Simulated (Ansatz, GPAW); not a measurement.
# Work function of a 7-layer slab of Re(0001) at several levels, part 3 of 3

Aim: the work function of both faces of a 7-layer slab of Re(0001), and its spread over functionals and bases.

GPAW 26.7.0 and Ansatz 0.2.0; Ansatz plane waves; slab in vacuum with a dipole correction, relaxation (the session's first sound run).

So far, upper work function (eV): step 2 (relaxation, PBE) 4.93; step 7 (self-consistent run: xc = "vdW-DF2", GPAW, PAW setups, GPAW) 5.15; step 8 (self-consistent run: xc = "LDA") 5.23; step 9 (real-space grid: mode = "fd", PBE, GPAW) 4.93; step 10 (atomic orbitals: mode = "lcao", PBE, GPAW) 4.95.

### Step 12. A second plane-wave code

A second program with its own datasets checks the number independently.

This step: Ansatz plane waves; slab in vacuum with a dipole correction (Ansatz 0.2.0).

input.yaml

```yaml
crystal:
  lattice:
    - [2.76, 0.0, 0.0]
    - [1.38, 2.3902301144, 0.0]
    - [0.0, 0.0, 29.3722]
  atoms:
    - { symbol: Re, position: [0.0, 0.0, 0.2723663873] }
    - { symbol: Re, position: [0.6666666667, 0.6666666667, 0.3482442582] }
    - { symbol: Re, position: [0.0, 0.0, 0.4241221291] }
    - { symbol: Re, position: [0.6666666667, 0.6666666667, 0.5013036389] }
    - { symbol: Re, position: [0.0, 0.0, 0.5768147001] }
    - { symbol: Re, position: [0.6666666667, 0.6666666667, 0.6555483497] }
    - { symbol: Re, position: [0.0, 0.0, 0.7278383593] }
kpoints:
  mp_grid: { grid: [13, 13, 1] }
hamiltonian:
  xc: pbe
scf:
  occupations: { method: fermi_dirac, width: 0.1 }
efield:
  axis: 3
  dipole_correction: true
  ramp_width: 0.05
output:
  forces: true
  write_potential: true
  write_density: true
  volumetric_format: npy
  elf: true
```

The run is started by

```bash
> ansatz run input.yaml --threads 4 --pin off --max-ram 8192MiB --backend cpu --events-out ev --progress --plain --runs-dir out
```

Numbers of over 12 decimals in the logs are rounded to 6 here.

Log:

```text
[...]
Crystal: 7 atoms, lattice volume = 193.769 Å³
Basis set: ecut = 420 eV, 3789 PW (Γ), exchange–correlation on 40×40×400 points (8 copies of the dense FFT grid, shifted against one another)
Bands: 63, of which v1, the nominal top of the filled ones, is band 53 counted from 1 (52 counted from 0)
Symmetry: 6 space group operations
[...]
k-points: 21 of 169 (time reversal used)
[...]
SCF iter   1: F=—  HF=-76074.423576 eV  |F-HF|=—  |Δ(HF+E_count)|=         —  Δρ=1.01e-2  dr2=3.31e0  ethr=1.77e-3  p=0.009 e·Å  D=8.14e-3 V/Å  ΔV_dip=-0.24 eV  dr2_dipole=4.30e-1  V_vac-E_F(+/−)=4.76/4.99 eV  ⟨swp⟩=7.8  Hψ=6158  notcnv=0
[...]
SCF iter   9: F=-76074.363794 eV  HF=-76074.363794 eV  |F-HF|=7.81e-9  |Δ(HF+E_count)|=   3.69e-8  Δρ=1.53e-6  dr2=8.25e-9  ethr=9.52e-11  p=0.003 e·Å  D=2.86e-3 V/Å  ΔV_dip=-0.08 eV  dr2_dipole=8.16e-11  V_vac-E_F(+/−)=4.93/5.01 eV  ⟨swp⟩=15.4  Hψ=11001  notcnv=0
SCF 1 converged in 9 iterations: F = -76074.363794 eV  dr2 = 8.25e-9
[...]
SCF converged after 9 iterations
Free energy (F): -76074.363794 eV
[...]
Internal energy: -76074.166894 eV  (E = F + TS)
E sigma→0 (E₀):  -76074.265344 eV
Entropy (-TS):   -0.196900 eV (-28.129 meV/atom)
Fermi energy:    10.522360 eV
Dipole field:    D = 0.002870 V/Å  (p = 0.003073 e·Å, saw-weighted, corrected)
Work function:   Φ+ = 4.9290 eV   Φ− = 5.0133 eV
[...]
--- Forces (eV/Å), atoms counted from 1 ---
  atom   1  Re     0.00000000     0.00000000     0.77862020
  atom   2  Re    -0.00000000    -0.00000000    -1.07508958
  atom   3  Re     0.00000000     0.00000000     0.29954020
  atom   4  Re    -0.00000000    -0.00000000     0.00042459
  atom   5  Re     0.00000000     0.00000000    -0.00557371
  atom   6  Re    -0.00000000    -0.00000000     0.00426691
  atom   7  Re     0.00000000     0.00000000    -0.00218586
  max |Σ_I F_I| component: 2.75e-6 eV/Å
--- Band table (eV; the first three rows and the last of 21) ---
  k-point 0: bands = [... 49 lower, 9.2466, 9.4656, 9.4656, 9.5775, 9.6643, 9.6643, 10.6412, 10.9936, ... 6 higher]
  k-point 1: bands = [... 49 lower, 9.3092, 9.4282, 9.4622, 9.6415, 9.7802, 9.8658, 10.2995, 10.4545, ... 6 higher]
  k-point 2: bands = [... 49 lower, 9.5674, 9.5747, 9.6564, 9.7875, 9.9392, 10.0380, 10.0420, 10.4441, ... 6 higher]
  k-point 20: bands = [... 49 lower, 9.0806, 10.2473, 10.2930, 10.5080, 11.3493, 12.3716, 12.5400, 12.8326, ... 6 higher]
```

Run time: 9.1 s. Hardware: 4 threads of Arm Neoverse V1, shared host; peak memory 0.64 GiB.

Reading the cycles: dr2 is the Hartree energy of the density residual (eV), the measure of convergence; HF is the Harris–Foulkes estimate of the energy, which meets the free energy F at convergence.

This step gave:

- upper work function: 4.929 eV
- lower work function: 5.013 eV
- dipole along the normal: 0.003073 e·Å
- dipole field: 0.002870 V/Å

The electrostatic potential energy of an electron (with the applied field's), less the Fermi level, planar mean oscillates, so the rows of the table below give means over windows of 2.2 Å about each position, cut where the curve ends. Its maxima inside the range that stand out by 2 % of the span (Å: eV): 9.1: -2.20, 11.3: -2.34, 13.7: -2.00, 15.9: -2.31, 18.1: -1.55, 20.3: -3.34. Its minima: 7.9: -24.2, 10.3: -24.5, 12.5: -24.4, 14.7: -24.4, 16.9: -24.3, 19.2: -24.5, 21.4: -24.2.

Table of electrostatic potential energy of an electron (with the applied field's), less the Fermi level, planar mean by z; means over each step:

| z (Å) | electrostatic potential energy of an electron (with the applied field's), less the Fermi level, planar mean (eV) |
| --- | --- |
| 1.10 | 5.01 |
| 3.30 | 5.01 |
| 5.50 | 4.59 |
| 7.70 | -12.6 |
| 9.90 | -13.6 |
| 12.10 | -13.5 |
| 14.30 | -13.3 |
| 16.50 | -13.5 |
| 18.70 | -13.0 |
| 20.90 | -14.0 |
| 23.10 | 1.96 |
| 25.30 | 4.92 |
| 27.50 | 4.93 |

The valence density, planar mean oscillates, so the rows of the table below give means over windows of 2.2 Å about each position, cut where the curve ends. Its maxima inside the range that stand out by 2 % of the span (Å: e/Å³): 7.9: 1.80, 10.3: 1.81, 12.5: 1.82, 14.7: 1.81, 16.9: 1.81, 19.2: 1.82, 21.4: 1.80. Its minima: 9.1: 0.385, 11.3: 0.380, 13.7: 0.365, 15.9: 0.387, 18.1: 0.339, 20.3: 0.444.

Valence density, planar mean against z; means over each step:

| z (Å) | valence density, planar mean (e/Å³) |
| --- | --- |
| 3.30 | 5.9e-5 |
| 5.50 | 0.0145 |
| 7.70 | 0.957 |
| 9.90 | 1.03 |
| 12.10 | 1.02 |
| 14.30 | 1.01 |
| 16.50 | 1.03 |
| 18.70 | 0.992 |
| 20.90 | 1.06 |
| 23.10 | 0.117 |
| 25.30 | 4.1e-4 |
| 27.50 | 0 |

Force by atom:

| atom | x (eV/Å) | y (eV/Å) | z (eV/Å) | size |
| --- | --- | --- | --- | --- |
| Re1 | 0.00 | 0.00 | 0.78 | 0.78 |
| Re2 | 0.00 | 0.00 | -1.08 | 1.08 |
| Re3 | 0.00 | 0.00 | 0.30 | 0.30 |
| Re4 | 0.00 | 0.00 | 0.00 | 0.00 |
| Re5 | 0.00 | 0.00 | -0.01 | 0.01 |
| Re6 | 0.00 | 0.00 | 0.00 | 0.00 |
| Re7 | 0.00 | 0.00 | 0.00 | 0.00 |

Electrostatic potential energy in the ca plane at fractional y = 0.000, with atoms of Re within 0.2 Å of it. With pseudopotentials it is smooth inside the atoms' cores, unlike the true potential.

Ten even steps from '0' (-60 eV) to '9' (15 eV), each cell a mean:
```
99984000489999985100389999985100379999999999
88986323789888887423689888887423689999999999
67898767898767898767898766888767899999999999
46899889998645899988998755789988999999999999
56899888998656899888998755789888999999999999
78887545788878888545789877888545789999999999
89985101589988986201489988986201489999999999
99973000489999984000379999984000279999999999
```
Columns run along c (16.0 Å, from fractional 0.35 to 0.90 of the cell; values clipped at the 3rd and 97th percentile), rows up along a (2.8 Å). Atoms in or near the plane, at fractional coordinates: Re at (0.42, 0.00), Re at (0.58, 0.00), Re at (0.73, 0.00).

ELF in the ca plane at fractional y = 0.000, with atoms of Re within 0.2 Å of it. It is the smooth field of the valence electrons, not physical close to the nuclei.

Ten even steps from '0' (0.00) to '9' (0.70), each cell a mean:
```
45547989646545646989745644555989831100000000
34544897445433554798445433454798522110000000
53444444443344354444344344354444433210000000
64345555543465345555543465345445654321000000
54344444443454344444443355345444444310000000
33444675344333454576444333454576432110000000
45546999545444545999645544555999721100000000
56548959746655646959845654556958931000000000
```
Columns run along c (16.0 Å, from fractional 0.35 to 0.90 of the cell), rows up along a (2.8 Å). Atoms in or near the plane, at fractional coordinates: Re at (0.42, 0.00), Re at (0.58, 0.00), Re at (0.73, 0.00).

Valence density in the ca plane at fractional y = 0.000, with atoms of Re within 0.2 Å of it. It is the smooth field of the valence electrons, not physical close to the nuclei.

Values in e/Å³, 5 rows by 16 columns, each cell a mean:
```
0.4 1.6 5.0 0.6 0.4 0.5 4.5 2.2 0.4 0.4 2.6 4.2 0.2 0.0 0.0 0.0
0.8 0.5 1.1 0.4 0.9 0.5 1.0 0.6 0.6 0.7 0.7 0.9 0.1 0.0 0.0 0.0
1.1 0.4 0.5 0.4 1.3 0.5 0.4 0.4 0.8 1.0 0.4 0.4 0.1 0.0 0.0 0.0
0.6 0.8 2.1 0.5 0.6 0.5 2.0 1.0 0.5 0.6 1.2 1.8 0.1 0.0 0.0 0.0
0.4 2.1 5.9 0.8 0.4 0.6 5.4 2.8 0.4 0.4 3.2 5.1 0.2 0.0 0.0 0.0
```
Columns run along c (16.0 Å, from fractional 0.35 to 0.90 of the cell), rows up along a (2.8 Å). Atoms in or near the plane, at fractional coordinates: Re at (0.42, 0.00), Re at (0.58, 0.00), Re at (0.73, 0.00).

The upper face's work function is 4.929 eV, against 4.929 eV in the first plane-wave PBE run at this geometry.

### Step 13. Side by side

Results and costs are gathered.

This step: comparison of work functions, dipole and cost (GPAW 26.7.0).

Ladder, by row:

| step | code | work function, upper (eV) | work function, lower (eV) | dipole (e Å) | wall time (s) | peak memory (GiB) | threads |
| --- | --- | --- | --- | --- | --- | --- | --- |
| pw | GPAW | 4.929 | 5.014 | 0.003071 | 362.1 | 0.28 | 1 |
| optPBE-vdW | GPAW | 5.08 | 5.163 | 0.00304 | 387.6 | 0.42 | 1 |
| revPBE | GPAW | 4.805 | 4.894 | 0.003226 | 431.2 | 0.28 | 1 |
| RPBE | GPAW | 4.789 | 4.877 | 0.003217 | 360.9 | 0.28 | 1 |
| vdW-DF2 | GPAW | 5.15 | 5.223 | 0.002641 | 572 | 0.42 | 1 |
| LDA | GPAW | 5.225 | 5.31 | 0.003093 | 453.7 | 0.28 | 1 |
| fd | GPAW | 4.931 | 5.015 | 0.003082 | 1387 | 1.02 | 1 |
| lcao | GPAW | 4.949 | 5.04 | 0.003337 | 2138 | 0.47 | 1 |
| ansatz | Ansatz | 4.929 | 5.013 | 0.003073 | 9.07 | 0.641 | 4 |

### Step 14. A changed run

One more run, with changed settings.

This step: GPAW, PAW setups; slab in vacuum (GPAW 26.7.0).

run.py

```python
import json
import numpy as np
from ase import Atoms
from gpaw import GPAW, PW

slab = Atoms(
    ['Re', 'Re', 'Re', 'Re', 'Re', 'Re', 'Re'],
    positions=[
        [0.00000, 0.00000, 8.00000],
        [2.76000, 1.59349, 10.22870],
        [0.00000, 0.00000, 12.45740],
        [2.76000, 1.59349, 14.72439],
        [0.00000, 0.00000, 16.94232],
        [2.76000, 1.59349, 19.25490],
        [0.00000, 0.00000, 21.37821]],
    cell=[[2.76, 0.0, 0.0], [1.38, 2.39023, 0.0], [0.0, 0.0, 29.3722]],
    pbc=[True, True, False])

slab.calc = GPAW(mode=PW(400), xc='pbe96', kpts={'size': (13, 13, 1), 'gamma': True},
                 occupations={'name': 'fermi-dirac', 'width': 0.1}, nbands='160%',
                 convergence={'density': 1e-05}, maxiter=100,
                 poissonsolver={'dipolelayer': 'xy'},
                 symmetry={'tolerance': 1e-3}, txt='slab.txt')
result = {}
energy = slab.get_potential_energy()
fermi = slab.calc.get_fermi_level()
v = slab.calc.get_electrostatic_potential().mean((0, 1)) - fermi
n = slab.calc.get_pseudo_density().mean((0, 1))
L = slab.cell[2, 2]
z = np.arange(len(v)) * L / len(v)
low, high = slab.positions[:, 2].min(), slab.positions[:, 2].max()
below, above = np.interp([low - 5.8, high + 5.8], z, v)
slopes = [np.interp(x, z, np.gradient(v, z)) for x in (low - 5.8, high + 5.8)]
eps = np.array([[slab.calc.get_eigenvalues(k, s) for k in range(len(slab.calc.get_ibz_k_points()))]
                for s in range(slab.calc.get_number_of_spins())]) - fermi
top, bottom = eps[eps < 0].max(), eps[eps > 0].min()
dipole = slab.get_dipole_moment()[2]
print(f'energy {energy:.4f} eV, Fermi level {fermi:.4f} eV, dipole {dipole:.5f} e A')
print(f'potential 5.8 A off the faces, from the Fermi level: lower {below:.4f} eV, upper {above:.4f} eV')
print(f'slope of the potential there: lower {slopes[0]:.5f}, upper {slopes[1]:.5f} eV/A')
print(f'nearest levels on the mesh: {top:.4f} and {bottom:.4f} eV')
print('magnetic moment', round(slab.get_magnetic_moment(), 3))
result.update(energy=energy, fermi=fermi, dipole=dipole, below=below, above=above, slopes=slopes, edges=[top, bottom],
              z=z.tolist(), v=v.tolist(), n=n.tolist(), positions=slab.positions.tolist(),
              forces=slab.get_forces(apply_constraint=False).tolist(), moments=slab.get_magnetic_moments().tolist())
json.dump(result, open('result.json', 'w'))
```

The run is started by

```bash
> OMP_NUM_THREADS=1 OPENBLAS_NUM_THREADS=1 python run.py
```

Log:

```text
NameError: Unknown functional: pbe96.
```

The job ended after 0.79 s (1 thread; peak memory 0.1 GiB).

The program refused the input before any cycle.

The program's message: “NameError: Unknown functional: pbe96.”

The change that led to it: xc = "pbe96".

### Step 15. Outcome

| Quantity | Value |
| --- | --- |
| work function, upper and lower face | 4.929 and 5.014 eV |
| dipole along the normal | 0.00307 e Å |

With plane waves and PBE the work function is 4.93 eV on the upper face and 5.01 eV on the lower. The two faces differ by 0.084 eV, the step that the slab's dipole makes (e p/(ε0 A) gives 0.084 eV), so the dipole layer is needed. The lowest atoms were held at bulk positions, which alone makes the faces unlike. The measured value for this face is 5.15 eV (as compiled in "Anisotropic work function of elemental crystals", 2019, arxiv:1902.07811); the relaxed upper face lies 0.22 eV under it with PBE, and vdW-DF2 comes nearest (5.15 eV). Measured work functions scatter by a tenth of an eV or more between methods. Over the sound runs of the table the upper face's work function spans 4.789 (RPBE) to 5.225 eV (LDA). The two plane-wave codes differ by 3.3e-4 eV on the upper face. The in-plane lattice was kept as typed, which isn't the functional's own and leaves some strain; spin-orbit coupling and temperature are left out.

[Logs are printed without paths, hosts, clocks, repeated set-up lines and the standing remarks that a program may print on its own settings, such as how far it seeks lower states.]

[Hosts, paths, dates, database ids (printed as entryN), source tags and the programs' standing remarks are cut or masked in the printed files.]
